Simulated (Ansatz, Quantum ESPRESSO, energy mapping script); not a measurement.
## MnS: J from the energies of magnetic orders

Wanted: the magnetic order of MnS, its couplings and an estimate of its ordering temperature, by PBE+U (3.6 eV), QE, GBRV.

Method: PBE with U = 3.6 eV on Mn d, ortho-atomic projectors; plane waves, U on orthogonalised atomic orbitals unless named otherwise, collinear spin, no spin–orbit coupling, in Quantum ESPRESSO 7.5.

**Measured values to reproduce.**

“Single-Crystal and Powder Neutron Diffraction Study of FeXMn1-XS Solid Solutions” (2011, arxiv:1108.4537) reports for MnS, rock salt, by neutron diffraction (x = 0): ordering temperature (Neel temperature) 150 K.

This is a report of a sequence of runs, with most program output left out.

The database entry behind the starting cell differs from later determinations by our own check (an axis about 0.2 % short against later determinations), so it need not match the best structure at ambient conditions.

### 1. Set-up

It takes space group Fm-3m (No. 225, cubic). The conventional cell has a = 5.209 Å, b = 5.209 Å, c = 5.209 Å, α = 90.00°, β = 90.00°, γ = 90.00°. Mn has 6 S at 2.60 Å nearest. Nearest to S lie 6 Mn at 2.60 Å. Farther neighbours and most contacts between anions are not listed.

Structure file:

```cif
data_structure
_symmetry_space_group_name_H-M 'P 1'
_symmetry_Int_Tables_number 1
_cell_length_a 3.6833
_cell_length_b 3.6833
_cell_length_c 3.6833
_cell_angle_alpha 60.000
_cell_angle_beta 60.000
_cell_angle_gamma 60.000
_cell_volume 35.33
loop_
_atom_site_label
_atom_site_type_symbol
_atom_site_fract_x
_atom_site_fract_y
_atom_site_fract_z
_atom_site_occupancy
Mn1 Mn 0.00000 0.00000 0.00000 1
S2 S 0.50000 0.50000 0.50000 1
```

The U corrects the self-interaction that lets semilocal functionals spread d and f electrons too far. Its value here is typed, not computed. These runs use Quantum ESPRESSO.

### 2. Probe run

One run in the crystal's own cell, under PBE with U = 3.2 eV on Mn d, ortho-atomic projectors, Quantum ESPRESSO with GBRV potentials, shows which elements keep a moment. Transition or f elements with 0.3 μB or more enter the spin model; moments induced on other atoms do not.

The input, pw.in:

```
&control
  calculation = 'scf'
  prefix = 'pw'
  outdir = './tmp/'
  pseudo_dir = './pseudo/'
  verbosity = 'low'
/
&system
  ibrav = 0
  nat = 2
  ntyp = 2
  ecutwfc = 45
  ecutrho = 360
  nbnd = 21
  occupations = 'smearing'
  smearing = 'fd'
  degauss = 0.00367493
  nspin = 2
  starting_magnetization(1) = 0.3000
/
&electrons
  conv_thr = 5.0e-09
  electron_maxstep = 120
  mixing_beta = 0.3
  mixing_mode = 'plain'
/
ATOMIC_SPECIES
  Mn 54.9380 Mn.upf
  S 32.0600 S.upf
CELL_PARAMETERS angstrom
  0.00000000 2.60450000 2.60450000
  2.60450000 0.00000000 2.60450000
  2.60450000 2.60450000 0.00000000
ATOMIC_POSITIONS crystal
  Mn 0.00000000 0.00000000 0.00000000
  S 0.50000000 0.50000000 0.50000000
K_POINTS automatic
  7 7 7 0 0 0
HUBBARD {ortho-atomic}
U Mn-3d 3.2
```

Started as:

```
> OMP_NUM_THREADS=1 mpirun -n 4 pw.x -nk 4 -in pw.in > pw.out
```

Elapsed: 5.9 s, on 4 MPI ranks of Arm Neoverse V2, shared host; peak memory 0.35 GiB; 23 s of CPU time.

Spin moment in the sphere by atom:

| atom | spin moment in the sphere (μB) |
| --- | --- |
| Mn1 | 4.48 |
| S2 | 0.13 |

The run ends ferromagnetic; Mn carries the moments.

### 3. Order 1: parallel, cell A of 4 atoms

The parallel order is the zero of energy for this cell and mesh.

The potential files are GBRV's for PBE; pw.x takes the functional from them.

The input, pw.in:

```
&control
  calculation = 'scf'
  prefix = 'pw'
  outdir = './tmp/'
  pseudo_dir = './pseudo/'
  verbosity = 'low'
/
&system
  ibrav = 0
  nat = 4
  ntyp = 2
  ecutwfc = 45
  ecutrho = 360
  nbnd = 38
  occupations = 'smearing'
  smearing = 'fd'
  degauss = 0.00367493
  nspin = 2
  starting_magnetization(1) = 0.3000
/
&electrons
  conv_thr = 1.0e-08
  electron_maxstep = 120
  mixing_beta = 0.3
  mixing_mode = 'plain'
/
ATOMIC_SPECIES
  Mn 54.9380 Mn.upf
  S 32.0600 S.upf
CELL_PARAMETERS angstrom
  0.00000000 -2.60450000 -2.60450000
  -2.60450000 0.00000000 -2.60450000
  2.60450000 2.60450000 -5.20900000
ATOMIC_POSITIONS crystal
  Mn 0.50000000 0.50000000 0.50000000
  Mn 0.00000000 0.00000000 0.00000000
  S 0.75000000 0.75000000 0.75000000
  S 0.25000000 0.25000000 0.25000000
K_POINTS automatic
  7 7 7 0 0 0
HUBBARD {ortho-atomic}
U Mn-3d 3.6
```

Elapsed: 40 s, on 4 MPI ranks; peak memory 0.65 GiB; 2.6 min of CPU time.

Spin moment in the sphere by atom:

```csv
atom,spin moment in the sphere (μB)
Mn1,4.50
Mn2,4.50
S3,0.12
S4,0.12
```

The run ends ferromagnetic.

### 4. Compensated +− start in cell A (4 atoms)

This order reverses 6 of the 12 neighbours at 3.68 Å, 6 of the 6 neighbours at 5.21 Å and 12 of the 24 neighbours at 6.38 Å, counted for an average magnetic atom.

pw.in: that of step 3 with these lines changed.

```diff
@@ -10,6 +10,6 @@
   nat = 4
-  ntyp = 2
+  ntyp = 3
   ecutwfc = 45
   ecutrho = 360
-  nbnd = 38
+  nbnd = 33
   occupations = 'smearing'
@@ -19,2 +19,3 @@
   starting_magnetization(1) = 0.3000
+  starting_magnetization(2) = -0.3000
 /
@@ -27,3 +28,4 @@
 ATOMIC_SPECIES
-  Mn 54.9380 Mn.upf
+  Mn1 54.9380 Mn.upf
+  Mn2 54.9380 Mn.upf
   S 32.0600 S.upf
@@ -34,4 +36,4 @@
 ATOMIC_POSITIONS crystal
-  Mn 0.50000000 0.50000000 0.50000000
-  Mn 0.00000000 0.00000000 0.00000000
+  Mn1 0.50000000 0.50000000 0.50000000
+  Mn2 0.00000000 0.00000000 0.00000000
   S 0.75000000 0.75000000 0.75000000
@@ -41,2 +43,3 @@
 HUBBARD {ortho-atomic}
-U Mn-3d 3.6
+U Mn1-3d 3.6
+U Mn2-3d 3.6
```

The job ended after 36 s (4 MPI ranks; peak memory 0.54 GiB).

Spin moment in the sphere by atom:

| atom | spin moment in the sphere (μB) |
| --- | --- |
| Mn1 | 4.41 |
| Mn2 | -4.41 |
| S3 | 0.00 |
| S4 | 0.00 |

The run ends antiferromagnetic, 64.76 meV a magnetic atom below the parallel order of its cell.

### 5. Run 3 (parallel; cell B, 4 atoms)

A new cell needs its own zero of energy.

This run holds the same structure in another cell (c 6.380 → 5.209 Å, α 73.2 → 90.0°, β 73.2 → 90.0°, γ 60.0 → 90.0°).

The input, pw.in:

```
&control
  calculation = 'scf'
  prefix = 'pw'
  outdir = './tmp/'
  pseudo_dir = './pseudo/'
  verbosity = 'low'
/
&system
  ibrav = 0
  nat = 4
  ntyp = 2
  ecutwfc = 45
  ecutrho = 360
  nbnd = 38
  occupations = 'smearing'
  smearing = 'fd'
  degauss = 0.00367493
  nspin = 2
  starting_magnetization(1) = 0.3000
/
&electrons
  conv_thr = 1.0e-08
  electron_maxstep = 120
  mixing_beta = 0.3
  mixing_mode = 'plain'
/
ATOMIC_SPECIES
  Mn 54.9380 Mn.upf
  S 32.0600 S.upf
CELL_PARAMETERS angstrom
  0.00000000 -2.60450000 -2.60450000
  0.00000000 2.60450000 -2.60450000
  5.20900000 0.00000000 0.00000000
ATOMIC_POSITIONS crystal
  Mn 0.50000000 0.50000000 0.50000000
  Mn 0.00000000 0.00000000 0.00000000
  S 0.50000000 0.50000000 0.00000000
  S 0.00000000 0.00000000 0.50000000
K_POINTS automatic
  6 6 4 0 0 0
HUBBARD {ortho-atomic}
U Mn-3d 3.6
```

Wall time 23 s (4 MPI ranks); peak memory 0.45 GiB.

The run ends ferromagnetic. For each magnetic atom its energy differs from the parallel run of the first cell by 0.88 meV, an error that one common reference would have brought in.

### 6. Compensated +− start in cell B (4 atoms)

This order reverses 8 of the 12 neighbours at 3.68 Å, 0 of the 6 neighbours at 5.21 Å and 16 of the 24 neighbours at 6.38 Å, counted for an average magnetic atom.

pw.in: that of step 5 with these lines changed.

```diff
@@ -10,6 +10,6 @@
   nat = 4
-  ntyp = 2
+  ntyp = 3
   ecutwfc = 45
   ecutrho = 360
-  nbnd = 38
+  nbnd = 33
   occupations = 'smearing'
@@ -19,2 +19,3 @@
   starting_magnetization(1) = 0.3000
+  starting_magnetization(2) = -0.3000
 /
@@ -27,3 +28,4 @@
 ATOMIC_SPECIES
-  Mn 54.9380 Mn.upf
+  Mn1 54.9380 Mn.upf
+  Mn2 54.9380 Mn.upf
   S 32.0600 S.upf
@@ -34,4 +36,4 @@
 ATOMIC_POSITIONS crystal
-  Mn 0.50000000 0.50000000 0.50000000
-  Mn 0.00000000 0.00000000 0.00000000
+  Mn1 0.50000000 0.50000000 0.50000000
+  Mn2 0.00000000 0.00000000 0.00000000
   S 0.50000000 0.50000000 0.00000000
@@ -41,2 +43,3 @@
 HUBBARD {ortho-atomic}
-U Mn-3d 3.6
+U Mn1-3d 3.6
+U Mn2-3d 3.6
```

Elapsed: 26 s, on 4 MPI ranks; peak memory 0.59 GiB; 1.7 min of CPU time.

The run ends antiferromagnetic, 23.86 meV a magnetic atom below the parallel order of its cell.

### 7. Order 5: parallel, cell C of 6 atoms

The parallel order again, as the reference for this cell.

The input, pw.in:

```
&control
  calculation = 'scf'
  prefix = 'pw'
  outdir = './tmp/'
  pseudo_dir = './pseudo/'
  verbosity = 'low'
/
&system
  ibrav = 0
  nat = 6
  ntyp = 2
  ecutwfc = 45
  ecutrho = 360
  nbnd = 54
  occupations = 'smearing'
  smearing = 'fd'
  degauss = 0.00367493
  nspin = 2
  starting_magnetization(1) = 0.3000
/
&electrons
  conv_thr = 1.5e-08
  electron_maxstep = 120
  mixing_beta = 0.3
  mixing_mode = 'plain'
/
ATOMIC_SPECIES
  Mn 54.9380 Mn.upf
  S 32.0600 S.upf
CELL_PARAMETERS angstrom
  0.00000000 2.60450000 2.60450000
  -2.60450000 0.00000000 -2.60450000
  -5.20900000 -5.20900000 5.20900000
ATOMIC_POSITIONS crystal
  Mn 0.00000000 0.00000000 0.00000000
  Mn 0.33333333 0.66666667 0.66666667
  Mn 0.66666667 0.33333333 0.33333333
  S 0.66666667 0.33333333 0.83333333
  S 0.00000000 0.00000000 0.50000000
  S 0.33333333 0.66666667 0.16666667
K_POINTS automatic
  7 7 3 0 0 0
HUBBARD {ortho-atomic}
U Mn-3d 3.6
```

It took 43 s on 4 MPI ranks; peak memory 0.82 GiB.

The run ends ferromagnetic. For each magnetic atom its energy differs from the parallel run of the first cell by 0.01 meV, an error that one common reference would have brought in.

### 8. Uncompensated ++− start in cell C (6 atoms)

This order reverses 4 of the 12 neighbours at 3.68 Å, 4 of the 6 neighbours at 5.21 Å and 12 of the 24 neighbours at 6.38 Å, counted for an average magnetic atom.

pw.in: that of step 7 with these lines changed.

```diff
@@ -10,6 +10,6 @@
   nat = 6
-  ntyp = 2
+  ntyp = 3
   ecutwfc = 45
   ecutrho = 360
-  nbnd = 54
+  nbnd = 49
   occupations = 'smearing'
@@ -19,2 +19,3 @@
   starting_magnetization(1) = 0.3000
+  starting_magnetization(2) = -0.3000
 /
@@ -27,3 +28,4 @@
 ATOMIC_SPECIES
-  Mn 54.9380 Mn.upf
+  Mn1 54.9380 Mn.upf
+  Mn2 54.9380 Mn.upf
   S 32.0600 S.upf
@@ -34,5 +36,5 @@
 ATOMIC_POSITIONS crystal
-  Mn 0.00000000 0.00000000 0.00000000
-  Mn 0.33333333 0.66666667 0.66666667
-  Mn 0.66666667 0.33333333 0.33333333
+  Mn1 0.00000000 0.00000000 0.00000000
+  Mn1 0.33333333 0.66666667 0.66666667
+  Mn2 0.66666667 0.33333333 0.33333333
   S 0.66666667 0.33333333 0.83333333
@@ -43,2 +45,3 @@
 HUBBARD {ortho-atomic}
-U Mn-3d 3.6
+U Mn1-3d 3.6
+U Mn2-3d 3.6
```

Elapsed: 44 s, on 4 MPI ranks; peak memory 0.83 GiB.

The run ends ferrimagnetic, 50.15 meV a magnetic atom below the parallel order of its cell.

### 9. Run 7 (parallel; cell D, 6 atoms)

This run holds the same structure in another cell (b 3.683 → 5.209 Å, c 9.022 → 6.380 Å, α 90.0 → 114.1°, β 90.0 → 106.8°, γ 120.0 → 90.0°).

The input, pw.in:

```
&control
  calculation = 'scf'
  prefix = 'pw'
  outdir = './tmp/'
  pseudo_dir = './pseudo/'
  verbosity = 'low'
/
&system
  ibrav = 0
  nat = 6
  ntyp = 2
  ecutwfc = 45
  ecutrho = 360
  nbnd = 54
  occupations = 'smearing'
  smearing = 'fd'
  degauss = 0.00367493
  nspin = 2
  starting_magnetization(1) = 0.3000
/
&electrons
  conv_thr = 1.5e-08
  electron_maxstep = 120
  mixing_beta = 0.3
  mixing_mode = 'plain'
/
ATOMIC_SPECIES
  Mn 54.9380 Mn.upf
  S 32.0600 S.upf
CELL_PARAMETERS angstrom
  0.00000000 -2.60450000 -2.60450000
  -5.20900000 0.00000000 0.00000000
  2.60450000 5.20900000 -2.60450000
ATOMIC_POSITIONS crystal
  Mn 0.66666667 0.66666667 0.33333333
  Mn 0.33333333 0.33333333 0.66666667
  Mn 0.00000000 0.00000000 0.00000000
  S 0.66666667 0.16666667 0.33333333
  S 0.33333333 0.83333333 0.66666667
  S 0.00000000 0.50000000 0.00000000
K_POINTS automatic
  6 6 6 0 0 0
HUBBARD {ortho-atomic}
U Mn-3d 3.6
```

Wall time 91 s (4 MPI ranks); peak memory 0.98 GiB; 6.1 min of CPU time.

The run ends ferromagnetic. For each magnetic atom its energy differs from the parallel run of the first cell by 0.01 meV, an error that one common reference would have brought in.

### 10. Run 8 (uncompensated ++−; cell D, 6 atoms)

This order reverses 6.67 of the 12 neighbours at 3.68 Å, 2.67 of the 6 neighbours at 5.21 Å and 8 of the 24 neighbours at 6.38 Å, counted for an average magnetic atom.

pw.in: that of step 9 with these lines changed.

```diff
@@ -10,6 +10,6 @@
   nat = 6
-  ntyp = 2
+  ntyp = 3
   ecutwfc = 45
   ecutrho = 360
-  nbnd = 54
+  nbnd = 49
   occupations = 'smearing'
@@ -19,2 +19,3 @@
   starting_magnetization(1) = 0.3000
+  starting_magnetization(2) = -0.3000
 /
@@ -27,3 +28,4 @@
 ATOMIC_SPECIES
-  Mn 54.9380 Mn.upf
+  Mn1 54.9380 Mn.upf
+  Mn2 54.9380 Mn.upf
   S 32.0600 S.upf
@@ -34,5 +36,5 @@
 ATOMIC_POSITIONS crystal
-  Mn 0.66666667 0.66666667 0.33333333
-  Mn 0.33333333 0.33333333 0.66666667
-  Mn 0.00000000 0.00000000 0.00000000
+  Mn1 0.66666667 0.66666667 0.33333333
+  Mn1 0.33333333 0.33333333 0.66666667
+  Mn2 0.00000000 0.00000000 0.00000000
   S 0.66666667 0.16666667 0.33333333
@@ -43,2 +45,3 @@
 HUBBARD {ortho-atomic}
-U Mn-3d 3.6
+U Mn1-3d 3.6
+U Mn2-3d 3.6
```

Run time: 1.7 min. Hardware: 4 MPI ranks; peak memory 0.93 GiB.

The run ends ferrimagnetic, 44.90 meV a magnetic atom below the parallel order of its cell.

### 11. The fit

Each energy difference is a sum of couplings weighted by the pairs that the order reverses. A few near shells are fitted to the differences by least squares. Energies are those extrapolated to zero occupation width, not the free energies F.

Energies from the parallel order of the same cell:

| order | atoms | energy (meV a magnetic atom) | moments (μB) | moments kept as typed | opposed neighbours at 3.68, 5.21, 6.38 Å |
| --- | --- | --- | --- | --- | --- |
| parallel in cell A | 4 | 0.00 | 4.50 | yes | 0, 0, 0 |
| compensated +− in cell A | 4 | -64.76 | 4.41 | yes | 6, 6, 12 |
| parallel in cell B | 4 | 0.00 | 4.50 | yes | 0, 0, 0 |
| compensated +− in cell B | 4 | -23.86 | 4.47 | yes | 8, 0, 16 |
| parallel in cell C | 6 | 0.00 | 4.50 | yes | 0, 0, 0 |
| uncompensated ++− in cell C | 6 | -50.15 | 4.40 to 4.45 | yes | 4, 4, 12 |
| parallel in cell D | 6 | 0.00 | 4.50 | yes | 0, 0, 0 |
| uncompensated ++− in cell D | 6 | -44.90 | 4.41 to 4.46 | yes | 6.67, 2.67, 8 |

Couplings from the energies, with E = −Σ J e·e over ordered pairs:

| pair | distance (Å) | neighbours | J (meV) |
| --- | --- | --- | --- |
| Mn–Mn | 3.68 | 12 | -1.39 |
| Mn–Mn | 5.21 | 6 | -4.13 |
| Mn–Mn | 6.38 | 24 | -0.0923 |

Adding the shell at 7.37 Å gives -0.87, -3.9, -0.31 and -0.56 meV and a mean-field temperature of 129 K, an exact solve that tests nothing.

In mean field these couplings order at 192 K, at q = (0.50, 0.50, 0.50) in fractions of the conventional cell's reciprocal vectors, and give a Curie–Weiss temperature of -338 K.

### 12. Monte Carlo

Mean field ignores fluctuations and overstates the ordering temperature, so the model is also sampled. The heat capacity peaks where order sets in.

Classical unit spins with these couplings on 8×8×4 copies of a cell that holds the lowest order (512 spins), heat-bath sweeps, cooled from random directions, 1009 sweeps to settle and 3027 measured at each temperature, averaged over 4 runs.

| T (K) | order along the lowest pattern | net moment | heat capacity (k_B a spin) |
| --- | --- | --- | --- |
| 23.0 | 0.42 | 0.01 | 1.06 |
| 39.3 | 0.49 | 0.01 | 1.12 |
| 63.8 | 0.43 | 0.01 | 1.20 |
| 80.2 | 0.34 | 0.01 | 1.22 |
| 96.5 | 0.35 | 0.02 | 1.37 |
| 121 | 0.28 | 0.02 | 1.75 |
| 129 | 0.25 | 0.02 | 1.88 |
| 137 | 0.22 | 0.02 | 1.81 |
| 154 | 0.16 | 0.02 | 1.15 |
| 170 | 0.12 | 0.02 | 0.65 |
| 195 | 0.09 | 0.02 | 0.35 |
| 211 | 0.08 | 0.02 | 0.28 |

The smoothed heat capacity peaks at 129 K. The order column follows one pattern alone; equivalent domains or another pattern share the rest.

### 13. What came out

```
lowest order tried                    : compensated +− in cell A
largest fitted value, Mn–Mn at 5.21 Å : -4.13 meV
ordering temperature, mean field      : 192 K
heat-capacity peak, Monte Carlo       : 129 K
```

Of the orders tried, MnS prefers the order “compensated +− in cell A” under PBE+U (3.6 eV), QE, GBRV, with 6 of 12 neighbours at 3.68 Å, 6 of 6 neighbours at 5.21 Å and 12 of 24 neighbours at 6.38 Å opposed. The largest fitted coupling is the Mn–Mn pair at 5.21 Å, antiferromagnetic at -4.1 meV, across a ligand at about 180°. It also takes up the part of reversed shells that are not fitted, so neither its size nor its rank as a single path is established. The orders also reverse pairs at 7.37 Å, which are not fitted, so the fitted values hold their part too. With 4 differences for 3 couplings the fit misses by 3.7 meV at most, which is not small: farther shells, terms beyond the Heisenberg form or the mesh can cause that. In the fitted orders moments change by up to 2.1 % against the parallel run of the same cell, so their size stays put. One more shell, at 7.37 Å, moves the mean-field temperature from 192 to 129 K, so the temperatures, and any agreement with experiment, hang on where the fit is cut. Monte Carlo puts the peak at 0.67 of the mean-field temperature, since mean field leaves out fluctuations. In tests on simple cubic and body-centred models such peaks lay 5 to 6 % under the bulk value. On cooling, the order along the one computed pattern stays at or under 0.49: the model settles in an equivalent domain, a degenerate mixture or another order. The parallel order holds 5 μB a magnetic atom, spin 2.5; the common factor (S+1)/S would raise the classical 129 K to 180 K, a correction that often overshoots. The classical value and the one scaled by (S+1)/S differ by a factor of 1.4, so closeness of either to the measured temperature is partly a matter of convention.

1 further run of the session is left out of this account and of its counts and ranges: runs hit by known faults of a program or its files, repeats, responses too ill-conditioned to give a U, cells squeezed past sense, harmless faults, or fits whose shells could not be counted again from the structure.

Comparison with the measured values:

| quantity | measured | PBE+U (3.6 eV), QE, GBRV, Monte Carlo | PBE+U (3.6 eV), QE, GBRV, Monte Carlo × (S+1)/S |
| --- | --- | --- | --- |
| ordering temperature (spin model) (K) | 150 | 129 (-14.1 %) | 180 (+20.3 %) |

Measured values from arxiv:1108.4537 (2011).

**Verdict.** For the ordering temperature, of the levels listed nearest comes PBE+U (3.6 eV), QE, GBRV, Monte Carlo (-14.1 %, fair agreement) and farthest PBE+U (3.6 eV), QE, GBRV, Monte Carlo × (S+1)/S (+20.3 %, fair agreement). A U picked for its result is no test. No cell relaxation is part of this session.

[Logs and program files are shortened in this print: banners, set-up blocks, solver, clock and traceback lines can be left out without a mark of their own.]

[Logs are printed without paths, hosts, clocks, repeated set-up lines and the standing remarks that a program may print on its own settings, such as how far it seeks lower states.]

[Hosts, paths, dates, database ids (printed as entryN), source tags and the programs' standing remarks are cut or masked in the printed files.]

[Where a cell is said to come from a database of computed structures, the database is the Materials Project.]
